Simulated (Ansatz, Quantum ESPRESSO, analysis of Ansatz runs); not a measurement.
# Li2CdCl4 (Imma), nudged elastic band: V_Cd hop (3.8 Å) (q = −2) (Quantum ESPRESSO), part 2 of 3

Wanted: path and barrier of a jump of Cd in Li2CdCl4 (Imma) at charge −2. The case: V_Cd hop (3.8 Å), in a cell of 56 host atoms with 1 Cd taken out.

Quantum ESPRESSO 7.5; Quantum ESPRESSO plane-wave DFT, PBEsol, GBRV 1.5 PBEsol potentials; nudged elastic band between two relaxed defect structures at fixed charge in a uniform background.

So far: The structure; Relaxation of the start point, charge −2.

### Step 3. Relaxation of the end point, charge −2

Level of this step: Quantum ESPRESSO plane-wave DFT, PBEsol, GBRV 1.5 PBEsol potentials; relaxation of all atoms of a defect supercell at fixed charge in a uniform background (Quantum ESPRESSO).

The end point is relaxed in the same cell and settings, so that the two energies compare. It starts from Ansatz's end point.

File pw.in:

```
&CONTROL
  calculation = 'relax'
  prefix = 'pwscf'
  outdir = './tmp'
  pseudo_dir = './pseudo'
  tprnfor = .true.
  disk_io = 'low'
  nstep = 70
  forc_conv_thr = 0.00078
  etot_conv_thr = 0.0001
/
&SYSTEM
  ibrav = 0
  nat = 55
  ntyp = 3
  ecutwfc = 40
  ecutrho = 324
  nbnd = 183
  occupations = 'fixed'
  tot_charge = -2
  nosym = .true.
/
&ELECTRONS
  conv_thr = 6d-08
  electron_maxstep = 100
  mixing_beta = 0.5
/
&IONS
  ion_dynamics = 'bfgs'
/
ATOMIC_SPECIES
Li     6.9400 li_pbesol_v1.4.uspp.F.UPF
Cd   112.4140 cd_pbesol_v1.uspp.F.UPF
Cl    35.4500 cl_pbesol_v1.4.uspp.F.UPF
CELL_PARAMETERS angstrom
   0.0000000000    7.6206933794   10.4688316414
   7.3802304228    0.0000000000   10.4688316414
   7.3802304228    7.6206933794    0.0000000000
ATOMIC_POSITIONS crystal
Li     0.1939540801    0.4487616898    0.0514408600
Li     0.4441701201    0.6921976797    0.3100757199
[... 1 atom line left out ...]
Li     0.9463430802    0.1900002997    0.8080445000
Li     0.1124806302    0.6534187097    0.6112981698
[... 6 atom lines left out ...]
Li     0.8769269903    0.8890931295    0.8467521399
[... 1 atom line left out ...]
Li     0.2983178301    0.0577388998    0.4423086800
[... 2 atom lines left out ...]
Cd     0.2389140901   -0.2346913201    0.7349979699
[... 9 atom lines left out ...]
Cl     0.8805471202    0.8641313195    0.6361441499
Cl     0.2554469802    0.7400674797    0.5016008899
[... 3 atom lines left out ...]
Cl     0.1174497203    0.6375093696    0.8626719098
[... 6 atom lines left out ...]
Cl     0.9967342903    0.9989529794    0.7594382899
[... 5 atom lines left out ...]
Cl     0.3840533902    0.8659388096    0.6341942998
[... 6 atom lines left out ...]
Cl     0.1180370601    0.1378942999    0.3618977899
[... 2 atom lines left out ...]
Cl     0.8601506401    0.8831670196    0.1179393700
K_POINTS crystal
1
0.25 0.25 0.25 1.0
```

The run is started by

```
$ OMP_NUM_THREADS=1 mpirun -n 16 pw.x -in pw.in > pw.out
```

What it wrote:

```text
[shortened: banners, details of potentials and solvers, and blank lines are left out]
[banner, memory and clock lines left out]
     one sub-group per band group will be used
     bravais-lattice index     =            0
     lattice parameter (alat)  =      24.4697  a.u.
     unit-cell volume          =    7946.7440 (a.u.)^3
     number of atoms/cell      =           55
     number of atomic types    =            3
     number of electrons       =       358.00
     number of Kohn-Sham states=          183
     kinetic-energy cutoff     =      40.0000  Ry
     charge density cutoff     =     324.0000  Ry
     scf convergence threshold =      6.0E-08
     mixing beta               =       0.5000
     number of iterations used =            8  plain     mixing
     energy convergence thresh.=      1.0E-04
     force convergence thresh. =      7.8E-04
     Exchange-correlation= SLA  PW   PSX  PSC
                           (   1   4  10   8   0   0   0)
     nstep                     =           70
     crystal axes: (cart. coord. in units of alat)
               a(1) = (   0.000000   0.588525   0.808479 )
               a(2) = (   0.569955   0.000000   0.808479 )
               a(3) = (   0.569955   0.588525   0.000000 )
     PseudoPot. # 1 for Li read from file:
     li_pbesol_v1.4.uspp.F.UPF
     Pseudo is Ultrasoft, Zval =  3.0
     PseudoPot. # 2 for Cd read from file:
     cd_pbesol_v1.uspp.F.UPF
     Pseudo is Ultrasoft + core correction, Zval = 12.0
[...]
PseudoPot. # 3 for Cl read from file:
     cl_pbesol_v1.4.uspp.F.UPF
     Pseudo is Ultrasoft + core correction, Zval =  7.0
[...]
atomic species   valence    mass     pseudopotential
     Li                3.00     6.94000     Li( 1.00)
     Cd               12.00   112.41400     Cd( 1.00)
     Cl                7.00    35.45000     Cl( 1.00)
     No symmetry found
     site n.     atom                  positions (alat units)
         1        Li     tau(   1) = (   0.2850928   0.1444211   0.5196222  )
         2        Li     tau(   2) = (   0.5712505   0.4438926   0.9187294  )
         3        Li     tau(   3) = (   0.8549828   0.7391053   1.3298845  )
         4        Li     tau(   4) = (   0.5688404   1.0325011   0.9187097  )
         5        Li     tau(   5) = (   0.7208315   0.4259620   0.6192135  )
         6        Li     tau(   6) = (   0.9984718   0.7330060   1.0089369  )
         7        Li     tau(   7) = (   0.1415509   0.4417019   0.6084782  )
         8        Li     tau(   8) = (   0.4190958   0.7491368   0.9981077  )
[...]
number of k points=     1
                       cart. coord. in units 2pi/alat
        k(    1) = (   0.2193156   0.2123954   0.1546113), wk =   2.0000000
     Dense  grid:   782681 G-vectors     FFT dimensions: ( 144, 144, 120)
     Smooth grid:   271671 G-vectors     FFT dimensions: ( 100, 100,  81)
     starting charge     345.2866, renormalised to     358.0000
     Self-consistent Calculation
     iteration #  1     ecut=    40.00 Ry     beta= 0.50
     total energy              =   -2098.49960126 Ry
     estimated scf accuracy    <       2.59537494 Ry
     iteration #  2     ecut=    40.00 Ry     beta= 0.50
     total energy              =   -2099.27027176 Ry
     estimated scf accuracy    <       0.41953236 Ry
     iteration #  3     ecut=    40.00 Ry     beta= 0.50
     total energy              =   -2099.30963477 Ry
     estimated scf accuracy    <       0.04023805 Ry
[...]
estimated scf accuracy    <       0.00000407 Ry
     iteration # 10     ecut=    40.00 Ry     beta= 0.50
     total energy              =   -2099.32273177 Ry
     estimated scf accuracy    <       0.00000069 Ry
     iteration # 11     ecut=    40.00 Ry     beta= 0.50
     total energy              =   -2099.32273183 Ry
     estimated scf accuracy    <       0.00000031 Ry
     iteration # 12     ecut=    40.00 Ry     beta= 0.50
     End of self-consistent calculation
          k = 0.2193 0.2124 0.1546 ( 33956 PWs)   bands (ev):
   -41.2753 -41.2703 -41.2376 -41.2369 -41.2359 -41.2357 -41.0860 -41.0847
   -41.0844 -41.0837 -41.0000 -40.9992 -40.8708 -40.8697 -40.8689 -40.8679
   -11.9515 -11.8040 -11.7492 -11.6827 -11.6343 -11.5895 -11.5797 -11.5601
   -11.5390 -11.5010 -11.4629 -11.4385 -11.3327 -11.3135 -11.2928 -11.2760
   -11.2583 -11.2492 -11.2458 -11.2297 -11.2066 -11.1814 -11.1495 -11.1238
   -11.0437 -11.0220 -10.7927 -10.7652 -10.7559 -10.7191 -10.1511 -10.1457
    -4.8384  -4.8005  -4.7791  -4.7458  -4.7216  -4.7107  -4.6897  -4.6662
    -4.6557  -4.6482  -4.6134  -4.5710  -4.5678  -4.5658  -4.5528  -4.5467
[...]
highest occupied, lowest unoccupied level (ev):     2.1871    5.7894
!    total energy              =   -2099.32273194 Ry
     estimated scf accuracy    <          1.3E-09 Ry
     The total energy is the sum of the following terms:
     one-electron contribution =    -710.46980773 Ry
     hartree contribution      =     507.58269334 Ry
     xc contribution           =    -628.35608996 Ry
     ewald contribution        =   -1268.07952759 Ry
     convergence has been achieved in  12 iterations
     Forces acting on atoms (cartesian axes, Ry/au):
     atom    1 type  1   force =    -0.00001188    0.00009669    0.00005880
     atom    2 type  1   force =     0.00011346    0.00001303   -0.00021265
     atom    3 type  1   force =     0.00001253   -0.00011216    0.00007423
     atom    4 type  1   force =    -0.00011413    0.00000696   -0.00019551
     atom    5 type  1   force =    -0.00008956   -0.00004929    0.00000086
     atom    6 type  1   force =    -0.00009120   -0.00005488   -0.00000211
     atom    7 type  1   force =     0.00006487    0.00007219    0.00004813
     atom    8 type  1   force =     0.00010447    0.00003471    0.00003929
[...]
Total force =     0.007243     Total SCF correction =     0.000080
     BFGS Geometry Optimization
     Energy error            =      5.2E-05 Ry
     Gradient error          =      1.5E-03 Ry/Bohr
     number of scf cycles    =   1
     number of bfgs steps    =   0
     energy             new  =   -2099.3227319394 Ry
     new trust radius        =       0.0015193976 bohr
     new conv_thr            =       0.0000000600 Ry
ATOMIC_POSITIONS (crystal)
Li               0.1939593491        0.4487593930        0.0514423049
Li               0.4441611306        0.6921959202        0.3100856145
Li               0.7003440329        0.9445812787        0.5555084089
Li               0.9463424724        0.1899910250        0.8080455913
Li               0.1124821512        0.6534172323        0.6112932259
Li               0.3708000512        0.8771444318        0.8746927784
Li               0.6273963172        0.1252270257        0.1231321954
Li               0.8860691229        0.3484828529        0.3868386676
[...]
Self-consistent Calculation
     iteration #  1     ecut=    40.00 Ry     beta= 0.50
     total energy              =   -2099.32277991 Ry
     estimated scf accuracy    <       0.00000276 Ry
     iteration #  2     ecut=    40.00 Ry     beta= 0.50
     total energy              =   -2099.32278090 Ry
     estimated scf accuracy    <       0.00000041 Ry
     iteration #  3     ecut=    40.00 Ry     beta= 0.50
[...]
k = 0.2193 0.2124 0.1546 ( 33956 PWs)   bands (ev):
   -41.2734 -41.2687 -41.2375 -41.2368 -41.2357 -41.2356 -41.0844 -41.0831
   -41.0830 -41.0822 -40.9989 -40.9981 -40.8707 -40.8697 -40.8690 -40.8679
   -11.9509 -11.8033 -11.7489 -11.6822 -11.6339 -11.5895 -11.5797 -11.5601
   -11.5391 -11.5008 -11.4635 -11.4390 -11.3324 -11.3132 -11.2925 -11.2757
   -11.2580 -11.2490 -11.2455 -11.2295 -11.2061 -11.1810 -11.1491 -11.1234
   -11.0430 -11.0215 -10.7919 -10.7643 -10.7550 -10.7182 -10.1508 -10.1453
    -4.8386  -4.8011  -4.7795  -4.7461  -4.7221  -4.7115  -4.6902  -4.6671
    -4.6565  -4.6489  -4.6141  -4.5720  -4.5686  -4.5666  -4.5536  -4.5475
[...]
highest occupied, lowest unoccupied level (ev):     2.1873    5.7858
!    total energy              =   -2099.32278097 Ry
     estimated scf accuracy    <       0.00000005 Ry
[...]
convergence has been achieved in   3 iterations
     Forces acting on atoms (cartesian axes, Ry/au):
     atom    1 type  1   force =    -0.00000860    0.00010618    0.00005969
     atom    2 type  1   force =     0.00010067    0.00000996   -0.00017393
     atom    3 type  1   force =     0.00001524   -0.00009891    0.00009389
     atom    4 type  1   force =    -0.00010923    0.00000499   -0.00017121
     atom    5 type  1   force =    -0.00007897   -0.00005180    0.00000664
     atom    6 type  1   force =    -0.00008584   -0.00004714    0.00000651
     atom    7 type  1   force =     0.00005718    0.00006177    0.00003791
     atom    8 type  1   force =     0.00009469    0.00003861    0.00003651
[...]
Total force =     0.005991     Total SCF correction =     0.000921
[...]
number of scf cycles    =   2
     number of bfgs steps    =   1
     energy             old  =   -2099.3227319394 Ry
     energy             new  =   -2099.3227809693 Ry
     CASE: energy            _new < energy            _old
     WARNING: bfgs curvature condition failed, Theta= 0.969
     new trust radius        =       0.0016713374 bohr
[...]
ATOMIC_POSITIONS (crystal)
Li               0.1939666081        0.4487561175        0.0514447554
Li               0.4441509519        0.6921943954        0.3100967167
Li               0.7003418697        0.9445896653        0.5555014572
Li               0.9463421412        0.1899798682        0.8080463860
Li               0.1124837516        0.6534160619        0.6112868823
Li               0.3708021585        0.8771427390        0.8746863229
Li               0.6273977237        0.1252281744        0.1231364882
Li               0.8860676091        0.3484868108        0.3868437102
[...]
Self-consistent Calculation
[...]
k = 0.2193 0.2124 0.1546 ( 33956 PWs)   bands (ev):
[...]
highest occupied, lowest unoccupied level (ev):     2.1876    5.7820
!    total energy              =   -2099.32282537 Ry
[...]
convergence has been achieved in   6 iterations
     Forces acting on atoms (cartesian axes, Ry/au):
[...]
Total force =     0.004973     Total SCF correction =     0.000106
[...]
number of scf cycles    =   3
     number of bfgs steps    =   2
     energy             old  =   -2099.3227809693 Ry
     energy             new  =   -2099.3228253689 Ry
     CASE: energy            _new < energy            _old
     new trust radius        =       0.0025070061 bohr
[...]
ATOMIC_POSITIONS (crystal)
[...]
Self-consistent Calculation
     iteration #  1     ecut=    40.00 Ry     beta= 0.50
     total energy              =   -2099.32287103 Ry
     estimated scf accuracy    <       0.00000655 Ry
     iteration #  2     ecut=    40.00 Ry     beta= 0.50
     total energy              =   -2099.32287319 Ry
     estimated scf accuracy    <       0.00000098 Ry
     iteration #  3     ecut=    40.00 Ry     beta= 0.50
     total energy              =   -2099.32287335 Ry
     estimated scf accuracy    <       0.00000010 Ry
     iteration #  4     ecut=    40.00 Ry     beta= 0.50
     total energy              =   -2099.32287339 Ry
     estimated scf accuracy    <       0.00000002 Ry
     iteration #  5     ecut=    40.00 Ry     beta= 0.50
     total energy              =   -2099.32287340 Ry
     estimated scf accuracy    <          1.3E-09 Ry
     iteration #  6     ecut=    40.00 Ry     beta= 0.50
     End of self-consistent calculation
          k = 0.2193 0.2124 0.1546 ( 33956 PWs)   bands (ev):
   -41.2680 -41.2643 -41.2367 -41.2363 -41.2349 -41.2349 -41.0806 -41.0796
   -41.0791 -41.0786 -40.9961 -40.9951 -40.8703 -40.8694 -40.8689 -40.8679
   -11.9491 -11.8012 -11.7476 -11.6805 -11.6328 -11.5895 -11.5794 -11.5601
   -11.5391 -11.5002 -11.4647 -11.4401 -11.3315 -11.3120 -11.2915 -11.2746
   -11.2572 -11.2482 -11.2448 -11.2289 -11.2048 -11.1797 -11.1479 -11.1221
   -11.0410 -11.0200 -10.7901 -10.7625 -10.7529 -10.7161 -10.1501 -10.1446
    -4.8391  -4.8026  -4.7807  -4.7471  -4.7235  -4.7135  -4.6915  -4.6691
    -4.6586  -4.6507  -4.6160  -4.5746  -4.5707  -4.5687  -4.5557  -4.5497
[...]
highest occupied, lowest unoccupied level (ev):     2.1878    5.7762
!    total energy              =   -2099.32287340 Ry
     estimated scf accuracy    <          3.5E-10 Ry
     The total energy is the sum of the following terms:
     one-electron contribution =    -708.95171319 Ry
     hartree contribution      =     506.81255217 Ry
     xc contribution           =    -628.34108862 Ry
     ewald contribution        =   -1268.84262375 Ry
     convergence has been achieved in   6 iterations
     Forces acting on atoms (cartesian axes, Ry/au):
     atom    1 type  1   force =    -0.00000782    0.00012048    0.00007350
     atom    2 type  1   force =     0.00007219    0.00000709   -0.00008898
     atom    3 type  1   force =     0.00001326   -0.00007104    0.00012069
     atom    4 type  1   force =    -0.00007679    0.00000548   -0.00008922
     atom    5 type  1   force =    -0.00006576   -0.00006442    0.00002201
     atom    6 type  1   force =    -0.00007038   -0.00003659    0.00002285
     atom    7 type  1   force =     0.00004916    0.00004987    0.00001815
     atom    8 type  1   force =     0.00008104    0.00003908    0.00001874
[...]
Total force =     0.003225     Total SCF correction =     0.000091
     Energy error            =      4.8E-05 Ry
     Gradient error          =      6.7E-04 Ry/Bohr
     bfgs converged in   4 scf cycles and   3 bfgs steps
     (criteria: energy <  1.0E-04 Ry, force <  7.8E-04 Ry/Bohr)
     End of BFGS Geometry Optimization
     Final energy             =   -2099.3228733990 Ry
Begin final coordinates
ATOMIC_POSITIONS (crystal)
Li               0.1939795197        0.4487503850        0.0514491288
Li               0.4441353926        0.6921928652        0.3101135100
Li               0.7003394175        0.9446037464        0.5554898041
Li               0.9463422422        0.1899629288        0.8080469940
Li               0.1124861430        0.6534151605        0.6112756336
Li               0.3708058353        0.8771405232        0.8746756099
Li               0.6273996842        0.1252297847        0.1231436826
Li               0.8860649458        0.3484928166        0.3868524205
[...]
End final coordinates
```

It took 84 s on 16 MPI ranks of Intel Xeon 6975P-C (Granite Rapids), shared host; peak memory 4.8 GiB.

Hardly anything moved in the relaxation; the energy changed by under 0.2 meV an atom.

Neighbours of Cd17 at the end:

| atom | distance (Å) |
| --- | --- |
| Cl28 | 2.530 |
| Cl39 | 2.531 |
| Cl45 | 2.597 |
| Cl32 | 2.613 |
| Cl49 | 2.729 |
| Cl42 | 2.735 |
| Li12 | 3.589 |
| Li5 | 3.590 |

This step gave:

* highest filled level: 2.188 eV
* lowest empty level: 5.776 eV
* r.m.s. move of the farther half of the atoms: 0.04935 Å
* largest move from the ideal geometry of this structure, a common shift of the far atoms taken out: 0.2917 Å

The relaxation gained 0.002 eV and ended with a largest force component of 0.017 eV/Å. The end lies within 1 meV of the start.

(Continued in part 3 of 3.)

[Logs are printed without paths, hosts, clocks, repeated set-up lines and the standing remarks that a program may print on its own settings, such as how far it seeks lower states.]

[Hosts, paths, dates, database ids (printed as entryN), source tags and the programs' standing remarks are cut or masked in the printed files.]
